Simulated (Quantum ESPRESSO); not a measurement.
## Cobalt: which magnetic order is lowest

Does Cobalt prefer parallel or opposed moments, or none?

Main program and level: Quantum ESPRESSO 7.5; LDA; plane waves with GBRV 1.5 LDA potentials, no spin-orbit coupling.

## Step 1: The structure

The structure is hexagonal, space group P6_3/mmc (No. 194). Conventional cell: a = 2.507 Å, b = 2.507 Å, c = 4.070 Å, α = 90.00°, β = 90.00°, γ = 120.00°. Nearest to Co lie 12 Co at 2.50 to 2.51 Å.

The cell comes from the Crystallography Open Database.

## Step 2: Start 1: ferro ++

The signs are those of the starting moments on the seeded atoms, the atoms that are given a moment.

Input file pw.in:

```
&CONTROL
  calculation = 'scf'
  prefix = 'pwscf'
  outdir = './tmp'
  pseudo_dir = './pseudo'
  disk_io = 'nowf'
/
&SYSTEM
  ibrav = 0
  nat = 2
  ntyp = 1
  ecutwfc = 40
  ecutrho = 280
  nbnd = 26
  occupations = 'smearing'
  smearing = 'fd'
  degauss = 0.00734986
  nspin = 2
  starting_magnetization(1) = 0.1176
/
&ELECTRONS
  conv_thr = 4d-09
  electron_maxstep = 150
  mixing_beta = 0.3
/
ATOMIC_SPECIES
Co     58.9332 co_lda_v1.2.uspp.F.UPF
CELL_PARAMETERS angstrom
   2.5074000000    0.0000000000    0.0000000000
  -1.2537000000    2.1714720974    0.0000000000
   0.0000000000    0.0000000000    4.0699000000
ATOMIC_POSITIONS crystal
Co      0.3333333333    0.6666666667    0.2500000000
Co      0.6666666667    0.3333333333    0.7500000000
K_POINTS automatic
12 12 6 0 0 0
```

Launch:

```sh
> OMP_NUM_THREADS=1 mpirun -n 4 pw.x -nk 4 -in pw.in > pw.out
```

Log:

```text
Program PWSCF v.7.5 starts

     Message from routine setup:
     using ibrav=0 with symmetry is DISCOURAGED, use correct ibrav instead

     K-points division:     npool     =       4
     Subspace diagonalization in iterative solution of the eigenvalue problem:

     G-vector sticks info
     --------------------
     sticks:   dense  smooth     PW     G-vecs:    dense   smooth      PW
     Sum         433     253     85                11825     5191     989

     Using Slab Decomposition

     bravais-lattice index     =            0
     lattice parameter (alat)  =       4.7383  a.u.
     unit-cell volume          =     149.5403 (a.u.)^3
     number of atoms/cell      =            2
     number of atomic types    =            1
     number of electrons       =        34.00
     number of Kohn-Sham states=           26
     kinetic-energy cutoff     =      40.0000  Ry
     charge density cutoff     =     280.0000  Ry
     scf convergence threshold =      4.0E-09
     mixing beta               =       0.3000
     number of iterations used =            8  plain     mixing
     Exchange-correlation= SLA  PZ   NOGX NOGC
                           (   1   1   0   0   0   0   0)

     celldm(1)=   4.738299  celldm(2)=   0.000000  celldm(3)=   0.000000
     celldm(4)=   0.000000  celldm(5)=   0.000000  celldm(6)=   0.000000

     crystal axes: (cart. coord. in units of alat)
               a(1) = (   1.000000   0.000000   0.000000 )
               a(2) = (  -0.500000   0.866025   0.000000 )
               a(3) = (   0.000000   0.000000   1.623155 )

     reciprocal axes: (cart. coord. in units 2 pi/alat)
               b(1) = (  1.000000  0.577350 -0.000000 )
               b(2) = (  0.000000  1.154701  0.000000 )
               b(3) = (  0.000000 -0.000000  0.616084 )

     PseudoPot. # 1 for Co read from file:
     co_lda_v1.2.uspp.F.UPF
     Pseudo is Ultrasoft + core correction, Zval = 17.0
     Generated by new atomic code, or converted to UPF format
     Using radial grid of  863 points,  6 beta functions with:
                l(1) =   0
                l(2) =   0
                l(3) =   1
                l(4) =   1
                l(5) =   2
                l(6) =   2
     Q(r) pseudized with  8 coefficients,  rinner =    1.200   1.200   1.200
                                                       1.200   1.200

     atomic species   valence    mass     pseudopotential
     Co               17.00    58.93320     Co( 1.00)

     Starting magnetic structure
     atomic species   magnetization
     Co              0.118

     24 Sym. Ops., with inversion, found (12 have fractional translation)

   Cartesian axes

     site n.     atom                  positions (alat units)
         1        Co     tau(   1) = (  -0.0000000   0.5773503   0.4057889  )
         2        Co     tau(   2) = (   0.5000000   0.2886751   1.2173666  )

     number of k points=    76  Fermi-Dirac smearing, width (Ry)=  0.0073
                       cart. coord. in units 2pi/alat
        k(    1) = (   0.0000000   0.0000000   0.0000000), wk =   0.0011574
        k(    2) = (   0.0000000   0.0000000   0.1026807), wk =   0.0023148
        k(    3) = (   0.0000000   0.0000000   0.2053613), wk =   0.0023148
        k(    4) = (   0.0000000   0.0000000  -0.3080420), wk =   0.0011574
        k(    5) = (   0.0000000   0.0962250   0.0000000), wk =   0.0069444
        [... 71 further k-points ...]

     Dense  grid:    11825 G-vectors     FFT dimensions: (  25,  25,  48)

     Smooth grid:     5191 G-vectors     FFT dimensions: (  20,  20,  32)

     Check: negative core charge=   -0.000055
     Generating pointlists ...
     new r_m :   0.4108 (alat units)  1.9467 (a.u.) for type    1

     Initial potential from superposition of free atoms

     starting charge      32.0000, renormalised to      34.0000
     Starting wfcs are   26 randomized atomic wfcs

     Self-consistent Calculation

     iteration #  1     ecut=    40.00 Ry     beta= 0.30
     Davidson diagonalization with overlap
     ethr =  1.00E-02,  avg # of iterations =  4.7

     total energy              =    -593.35488786 Ry
     estimated scf accuracy    <      14.97878651 Ry

     total magnetization       =     2.03 Bohr mag/cell
     absolute magnetization    =     2.08 Bohr mag/cell

     iteration #  2     ecut=    40.00 Ry     beta= 0.30
     Davidson diagonalization with overlap
     ethr =  1.00E-02,  avg # of iterations =  2.4

     total energy              =    -596.54116396 Ry
     estimated scf accuracy    <       0.75482883 Ry

     total magnetization       =     3.04 Bohr mag/cell
     absolute magnetization    =     3.18 Bohr mag/cell

     iteration #  3     ecut=    40.00 Ry     beta= 0.30
     Davidson diagonalization with overlap
     ethr =  2.22E-03,  avg # of iterations =  1.4

     total energy              =    -596.67477885 Ry
     estimated scf accuracy    <       0.00916333 Ry

     total magnetization       =     3.25 Bohr mag/cell
     absolute magnetization    =     3.40 Bohr mag/cell

     [... further iterations left out ...]

     iteration #  9     ecut=    40.00 Ry     beta= 0.30
     Davidson diagonalization with overlap
     ethr =  1.54E-08,  avg # of iterations =  1.8

     total energy              =    -596.67633616 Ry
     estimated scf accuracy    <       0.00000033 Ry

     total magnetization       =     3.32 Bohr mag/cell
     absolute magnetization    =     3.56 Bohr mag/cell

     iteration # 10     ecut=    40.00 Ry     beta= 0.30
     Davidson diagonalization with overlap
     ethr =  9.57E-10,  avg # of iterations =  2.0

     total energy              =    -596.67633624 Ry
     estimated scf accuracy    <       0.00000006 Ry

     total magnetization       =     3.32 Bohr mag/cell
     absolute magnetization    =     3.56 Bohr mag/cell

     iteration # 11     ecut=    40.00 Ry     beta= 0.30
     Davidson diagonalization with overlap
     ethr =  1.89E-10,  avg # of iterations =  1.0

     total energy              =    -596.67633625 Ry
     estimated scf accuracy    <       0.00000001 Ry

     total magnetization       =     3.32 Bohr mag/cell
     absolute magnetization    =     3.56 Bohr mag/cell

     iteration # 12     ecut=    40.00 Ry     beta= 0.30
     Davidson diagonalization with overlap
     ethr =  3.87E-11,  avg # of iterations =  1.6

     Magnetic moment per site  (integrated on atomic sphere of radius R)
     atom   1 (R=0.411)  charge= 15.6187  magn=  1.7154
     atom   2 (R=0.411)  charge= 15.6187  magn=  1.7154

     End of self-consistent calculation

     Number of k-points >= 100: set verbosity='high' to print the bands.

     the Fermi energy is    17.5663 ev

!    total energy              =    -596.67633626 Ry
     estimated scf accuracy    <          6.6E-10 Ry
     smearing contrib. (-TS)   =      -0.00480873 Ry
     internal energy E=F+TS    =    -596.67152753 Ry

     The total energy is F=E-TS. E is the sum of the following terms:
     one-electron contribution =    -313.81008154 Ry
     hartree contribution      =     177.83395899 Ry
     xc contribution           =     -64.44404492 Ry
     ewald contribution        =    -396.25136006 Ry

     total magnetization       =     3.32 Bohr mag/cell
     absolute magnetization    =     3.56 Bohr mag/cell

     convergence has been achieved in  12 iterations

=------------------------------------------------------------------------------=
   JOB DONE.
=------------------------------------------------------------------------------=
```

It took 7 s on 4 MPI ranks of Arm Neoverse V2, shared host; peak memory 0.27 GiB; 27 s of CPU time.

Spin moment in the atom's sphere by atom:

```
atom  spin moment in the atom's sphere (μB)
 Co1                                   1.72
 Co2                                   1.72
```

Numbers from this step:

```yaml
smearing_term_ts: 0.06543 eV
magnetization: 3.318 μB
absolute_magnetization: 3.562 μB
final_state: ferromagnetic
```

## Step 3: Run 2, typed as antiferro +−

Input file pw.in:

```
&CONTROL
  calculation = 'scf'
  prefix = 'pwscf'
  outdir = './tmp'
  pseudo_dir = './pseudo'
  disk_io = 'nowf'
/
&SYSTEM
  ibrav = 0
  nat = 2
  ntyp = 2
  ecutwfc = 40
  ecutrho = 280
  nbnd = 24
  occupations = 'smearing'
  smearing = 'fd'
  degauss = 0.00734986
  nspin = 2
  starting_magnetization(1) = 0.1176
  starting_magnetization(2) = -0.1176
/
&ELECTRONS
  conv_thr = 4d-09
  electron_maxstep = 150
  mixing_beta = 0.3
/
ATOMIC_SPECIES
Co1    58.9332 co_lda_v1.2.uspp.F.UPF
Co2    58.9332 co_lda_v1.2.uspp.F.UPF
CELL_PARAMETERS angstrom
   2.5074000000    0.0000000000    0.0000000000
  -1.2537000000    2.1714720974    0.0000000000
   0.0000000000    0.0000000000    4.0699000000
ATOMIC_POSITIONS crystal
Co1     0.3333333333    0.6666666667    0.2500000000
Co2     0.6666666667    0.3333333333    0.7500000000
K_POINTS automatic
12 12 6 0 0 0
```

Log:

```text
[banner, memory and clock lines left out]
Program PWSCF v.7.5 starts

     Message from routine setup:
     using ibrav=0 with symmetry is DISCOURAGED, use correct ibrav instead

     bravais-lattice index     =            0
     lattice parameter (alat)  =       4.7383  a.u.
     unit-cell volume          =     149.5403 (a.u.)^3
     number of atoms/cell      =            2
     number of atomic types    =            2
     number of electrons       =        34.00
     number of Kohn-Sham states=           24
     kinetic-energy cutoff     =      40.0000  Ry
     charge density cutoff     =     280.0000  Ry
     scf convergence threshold =      4.0E-09
     mixing beta               =       0.3000
     number of iterations used =            8  plain     mixing
     Exchange-correlation= SLA  PZ   NOGX NOGC
                           (   1   1   0   0   0   0   0)

     celldm(1)=   4.738299  celldm(2)=   0.000000  celldm(3)=   0.000000
     celldm(4)=   0.000000  celldm(5)=   0.000000  celldm(6)=   0.000000

     crystal axes: (cart. coord. in units of alat)
               a(1) = (   1.000000   0.000000   0.000000 )
               a(2) = (  -0.500000   0.866025   0.000000 )
               a(3) = (   0.000000   0.000000   1.623155 )

     reciprocal axes: (cart. coord. in units 2 pi/alat)
               b(1) = (  1.000000  0.577350 -0.000000 )
               b(2) = (  0.000000  1.154701  0.000000 )
               b(3) = (  0.000000 -0.000000  0.616084 )

     PseudoPot. # 1 for Co read from file:
     co_lda_v1.2.uspp.F.UPF
     Pseudo is Ultrasoft + core correction, Zval = 17.0

     PseudoPot. # 2 for Co read from file:
     co_lda_v1.2.uspp.F.UPF
     Pseudo is Ultrasoft + core correction, Zval = 17.0

     atomic species   valence    mass     pseudopotential
     Co1              17.00    58.93320     Co( 1.00)
     Co2              17.00    58.93320     Co( 1.00)

     Starting magnetic structure
     atomic species   magnetization
     Co1             0.118
     Co2            -0.118

     12 Sym. Ops. (no inversion) found ( 6 have fractional translation)

   Cartesian axes

     site n.     atom                  positions (alat units)
         1        Co1    tau(   1) = (  -0.0000000   0.5773503   0.4057889  )
         2        Co2    tau(   2) = (   0.5000000   0.2886751   1.2173666  )

     number of k points=    76  Fermi-Dirac smearing, width (Ry)=  0.0073
                       cart. coord. in units 2pi/alat
        k(    1) = (   0.0000000   0.0000000   0.0000000), wk =   0.0011574
        k(    2) = (   0.0000000   0.0000000   0.1026807), wk =   0.0023148
        k(    3) = (   0.0000000   0.0000000   0.2053613), wk =   0.0023148
        k(    4) = (   0.0000000   0.0000000  -0.3080420), wk =   0.0011574
        k(    5) = (   0.0000000   0.0962250   0.0000000), wk =   0.0069444
        [... 71 further k-points ...]

     Dense  grid:    11825 G-vectors     FFT dimensions: (  25,  25,  48)

     Smooth grid:     5191 G-vectors     FFT dimensions: (  20,  20,  32)

     Check: negative core charge=   -0.000055
     Generating pointlists ...
     new r_m :   0.4108 (alat units)  1.9467 (a.u.) for type    1
     new r_m :   0.4108 (alat units)  1.9467 (a.u.) for type    2

     Initial potential from superposition of free atoms

     starting charge      32.0000, renormalised to      34.0000
     Starting wfcs are   26 randomized atomic wfcs

     Self-consistent Calculation

     iteration #  1     ecut=    40.00 Ry     beta= 0.30
     Davidson diagonalization with overlap
     ethr =  1.00E-02,  avg # of iterations =  3.5

     total energy              =    -593.44203606 Ry
     estimated scf accuracy    <      14.78024527 Ry

     total magnetization       =     0.00 Bohr mag/cell
     absolute magnetization    =     1.91 Bohr mag/cell

     iteration #  2     ecut=    40.00 Ry     beta= 0.30
     Davidson diagonalization with overlap
     ethr =  1.00E-02,  avg # of iterations =  2.6

     total energy              =    -596.52505046 Ry
     estimated scf accuracy    <       0.66038890 Ry

     total magnetization       =     0.00 Bohr mag/cell
     absolute magnetization    =     2.74 Bohr mag/cell

     [... further iterations left out ...]

     iteration # 18     ecut=    40.00 Ry     beta= 0.30
     Davidson diagonalization with overlap
     ethr =  4.13E-10,  avg # of iterations =  2.0

     total energy              =    -596.64624233 Ry
     estimated scf accuracy    <       0.00000001 Ry

     total magnetization       =     0.00 Bohr mag/cell
     absolute magnetization    =     1.82 Bohr mag/cell

     iteration # 19     ecut=    40.00 Ry     beta= 0.30
     Davidson diagonalization with overlap
     ethr =  3.36E-11,  avg # of iterations =  1.1

     Magnetic moment per site  (integrated on atomic sphere of radius R)
     atom   1 (R=0.411)  charge= 15.6216  magn=  0.8940
     atom   2 (R=0.411)  charge= 15.6216  magn= -0.8940

     End of self-consistent calculation

     Number of k-points >= 100: set verbosity='high' to print the bands.

     the Fermi energy is    17.5363 ev

!    total energy              =    -596.64624234 Ry
     estimated scf accuracy    <          1.5E-09 Ry
     smearing contrib. (-TS)   =      -0.01268109 Ry
     internal energy E=F+TS    =    -596.63356125 Ry

     The total energy is F=E-TS. E is the sum of the following terms:
     one-electron contribution =    -313.77296898 Ry
     hartree contribution      =     177.72244144 Ry
     xc contribution           =     -64.33167365 Ry
     ewald contribution        =    -396.25136006 Ry

     total magnetization       =    -0.00 Bohr mag/cell
     absolute magnetization    =     1.82 Bohr mag/cell

     convergence has been achieved in  19 iterations
```

The job ended after 9.7 s (4 MPI ranks; peak memory 0.28 GiB; 38 s of CPU time).

Spin moment in the atom's sphere by atom:

```csv
atom,spin moment in the atom's sphere (μB)
Co1,0.894
Co2,-0.894
```

Read from the output:

```yaml
smearing_term_ts: 0.1725 eV
magnetization: 0 μB
absolute_magnetization: 1.822 μB
final_state: antiferromagnetic
```

## Step 4: Run 3 (antiferro q=(0,1/2,0) +−+−)

The cell is doubled to 4 atoms to hold this order. The wavevector q is in fractions of the reciprocal vectors of the crystal's primitive cell, as the cells of these inputs are built from it; moments change sign between cells as cos(2π q·R).

Input file pw.in:

```
&CONTROL
  calculation = 'scf'
  prefix = 'pwscf'
  outdir = './tmp'
  pseudo_dir = './pseudo'
  disk_io = 'nowf'
/
&SYSTEM
  ibrav = 0
  nat = 4
  ntyp = 2
  ecutwfc = 40
  ecutrho = 280
  nbnd = 44
  occupations = 'smearing'
  smearing = 'fd'
  degauss = 0.00734986
  nspin = 2
  starting_magnetization(1) = 0.1176
  starting_magnetization(2) = -0.1176
/
&ELECTRONS
  conv_thr = 8d-09
  electron_maxstep = 150
  mixing_beta = 0.3
/
ATOMIC_SPECIES
Co1    58.9332 co_lda_v1.2.uspp.F.UPF
Co2    58.9332 co_lda_v1.2.uspp.F.UPF
CELL_PARAMETERS angstrom
   2.5074000000    0.0000000000    0.0000000000
  -2.5074000000    4.3429441948    0.0000000000
   0.0000000000    0.0000000000    4.0699000000
ATOMIC_POSITIONS crystal
Co1     0.3333333333    0.3333333334    0.2500000000
Co2     0.3333333333    0.8333333333    0.2500000000
Co1     0.6666666667    0.1666666666    0.7500000000
Co2     0.6666666667    0.6666666666    0.7500000000
K_POINTS automatic
12 6 6 0 0 0
```

Log:

```text
     [... lines left out ...]
Program PWSCF v.7.5 starts
     [... lines left out ...]
     number of atoms/cell      =            4
     [... lines left out ...]
     number of electrons       =        68.00
     number of Kohn-Sham states=           44
     kinetic-energy cutoff     =      40.0000  Ry
     charge density cutoff     =     280.0000  Ry
     scf convergence threshold =      8.0E-09
     [... lines left out ...]
      8 Sym. Ops., with inversion, found ( 6 have fractional translation)
     [... lines left out ...]
     number of k points=   100  Fermi-Dirac smearing, width (Ry)=  0.0073
     [... lines left out ...]
     iteration # 15     ecut=    40.00 Ry     beta= 0.30
     [... lines left out ...]
     Magnetic moment per site  (integrated on atomic sphere of radius R)
     atom   1 (R=0.411)  charge= 15.6201  magn=  1.1332
     atom   2 (R=0.411)  charge= 15.6201  magn= -1.1343
     atom   3 (R=0.411)  charge= 15.6201  magn=  1.1332
     atom   4 (R=0.411)  charge= 15.6201  magn= -1.1343
     [... lines left out ...]
     the Fermi energy is    17.5571 ev
!    total energy              =   -1193.29952665 Ry
     estimated scf accuracy    <          4.7E-09 Ry
     smearing contrib. (-TS)   =      -0.02148986 Ry
     [... lines left out ...]
     total magnetization       =    -0.00 Bohr mag/cell
     absolute magnetization    =     4.63 Bohr mag/cell
     convergence has been achieved in  15 iterations
```

Elapsed: 47 s, on 4 MPI ranks; peak memory 0.49 GiB; 3.1 min of CPU time.

Spin moment in the atom's sphere by atom:

```csv
atom,spin moment in the atom's sphere (μB)
Co1,1.13
Co2,-1.13
Co3,1.13
Co4,-1.13
```

Read from the output:

| Item | Value |
| --- | --- |
| smearing term TS | 0.2924 eV |
| magnetization | 0 μB |
| absolute magnetization | 4.633 μB |
| final state | antiferromagnetic |

## Step 5: Run 4, typed as no spin polarisation

Input file pw.in:

```
&CONTROL
  calculation = 'scf'
  prefix = 'pwscf'
  outdir = './tmp'
  pseudo_dir = './pseudo'
  disk_io = 'nowf'
/
&SYSTEM
  ibrav = 0
  nat = 2
  ntyp = 1
  ecutwfc = 40
  ecutrho = 280
  nbnd = 24
  occupations = 'smearing'
  smearing = 'fd'
  degauss = 0.00734986
/
&ELECTRONS
  conv_thr = 4d-09
  electron_maxstep = 150
  mixing_beta = 0.3
/
ATOMIC_SPECIES
Co     58.9332 co_lda_v1.2.uspp.F.UPF
CELL_PARAMETERS angstrom
   2.5074000000    0.0000000000    0.0000000000
  -1.2537000000    2.1714720974    0.0000000000
   0.0000000000    0.0000000000    4.0699000000
ATOMIC_POSITIONS crystal
Co      0.3333333333    0.6666666667    0.2500000000
Co      0.6666666667    0.3333333333    0.7500000000
K_POINTS automatic
12 12 6 0 0 0
```

Log:

```text
     [... lines left out ...]
Program PWSCF v.7.5 starts
     [... lines left out ...]
     number of atoms/cell      =            2
     [... lines left out ...]
     number of electrons       =        34.00
     number of Kohn-Sham states=           24
     kinetic-energy cutoff     =      40.0000  Ry
     charge density cutoff     =     280.0000  Ry
     scf convergence threshold =      4.0E-09
     [... lines left out ...]
     24 Sym. Ops., with inversion, found (12 have fractional translation)
     [... lines left out ...]
     number of k points=    76  Fermi-Dirac smearing, width (Ry)=  0.0073
     [... lines left out ...]
     iteration # 10     ecut=    40.00 Ry     beta= 0.30
     [... lines left out ...]
     the Fermi energy is    17.4690 ev
!    total energy              =    -596.64544442 Ry
     estimated scf accuracy    <          2.6E-09 Ry
     smearing contrib. (-TS)   =      -0.01404713 Ry
     [... lines left out ...]
     convergence has been achieved in  10 iterations
```

Wall time 3.3 s (4 MPI ranks); peak memory 0.24 GiB.

This step gave:

| Item | Value |
| --- | --- |
| smearing term TS | 0.1911 eV |
| final state | non-magnetic (no spin polarisation) |

(Part 1 of 2 ends here.)

[Logs and program files are shortened in this print: banners, set-up blocks, solver, clock and traceback lines can be left out without a mark of their own.]

[Logs are printed without paths, hosts, clocks, repeated set-up lines and the standing remarks that a program may print on its own settings, such as how far it seeks lower states.]

[Hosts, paths, dates, database ids (printed as entryN), source tags and the programs' standing remarks are cut or masked in the printed files.]

[Where a cell is said to come from a database of computed structures, the database is the Materials Project.]
